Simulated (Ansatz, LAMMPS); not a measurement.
# Static equation of state of glassy 81B2O3-19MgO (mol %) (137 atoms)

Density of this cell: 2.30 g/cm³. The cell holds 137 atoms: 50 B, 6 Mg and 81 O. Cell: a = 11.463 Å, b = 11.345 Å, c = 11.002 Å, α = 87.5°, β = 88.6°, γ = 91.0°. The starting structure: 137 atoms (50 B, 6 Mg, 81 O) placed at random at 2.03 g/cm³, melted at 3000 K for 20 ps at fixed volume with the Buckingham and Coulomb pair potential of Guillot and Sator (Geochim. Cosmochim. Acta 71, 1249 (2007)) with the boron terms of Wang et al. (J. Non-Cryst. Solids 498, 294 (2018)). Quenched from 3000 K to 300 K at 20 K/ps and fixed volume, held 10 ps at zero pressure.

Calculated with Ansatz 0.2.0: Kohn-Sham DFT, PBEsol, PAW (set soft_2), plane waves; cutoff 420 eV, Γ point, gaussian smearing of 0.05 eV. Cell and atoms were relaxed first, to V0 = 10.428 Å³ an atom at a residual P0 = -0.013 GPa. The cell was then scaled evenly, and the atoms were relaxed at each volume.

```
volume (Å³/atom)  pressure (GPa)
          9.3856               ?
          9.8027           3.460
          10.116           1.646
          10.741          -1.395
          11.054          -2.514
```

Task: Fit the third-order Birch–Murnaghan equation to the rows given and extrapolate to the withheld row.

Worked fit:

Take the Eulerian strain f = ½[(V0/V)^(2/3) − 1] and the normalised pressure F = (P − P0) / [3f(1 + 2f)^(5/2)]. The third-order Birch–Murnaghan equation is then the line F = B0 + (3/2)B0(B′ − 4) f, so u = f and v = F.

| u = f | v = F (GPa) |
| --- | --- |
| 0.0210565 | 49.5915 |
| 0.0102567 | 51.2459 |
| -0.00975666 | 49.5775 |
| -0.0190505 | 48.2161 |

With n = 4: mean u = 6.2649e-4, mean v = 49.6577, Σ(u − ū)² = 0.0010051, Σ(u − ū)(v − v̄) = 0.043141. Slope b = 0.043141 / 0.0010051 = 42.922; intercept a = v̄ − b ū = 49.631.

So B0 = a = 49.6 GPa and B′ = 4 + 2b/(3a) = 4.58. At the withheld volume f = 0.03638, F = a + b f = 51.19 GPa, and P = P0 + 3f(1 + 2f)^(5/2) F.

Prediction at 9.3856: 6.647 GPa. The run gave 6.441 GPa, so the fit is high by 0.21 GPa (3.2 % of the value).

The series isn't one smooth equation of state: even a line fitted to all rows, the withheld one included, misses F by up to 3.0 % and the count of bonds changes along the series. B0 and B′ are then only the numbers of this fit, not moduli of the material. Among the rows given, the largest miss of the fit is at 9.8027, by 0.066 GPa (0.74 % of the range of the table).

Limits: Static cells at zero temperature; the cell shape is held. The program notes that the SCF threshold of these relaxations is loose for the stress. The quench rate of 20 K/ps is many orders above laboratory rates, so the cell is likely richer in defects and strain than a real sample. The network of bonds at the start is that of the classical potential that made the cell, and needn't be the one that DFT or experiment would give. Only the Γ point is sampled, in a cell whose shortest periodic width is 11 Å.

[Logs are printed without paths, hosts, clocks, repeated set-up lines and the standing remarks that a program may print on its own settings, such as how far it seeks lower states.]

[Hosts, paths, dates, database ids (printed as entryN), source tags and the programs' standing remarks are cut or masked in the printed files.]
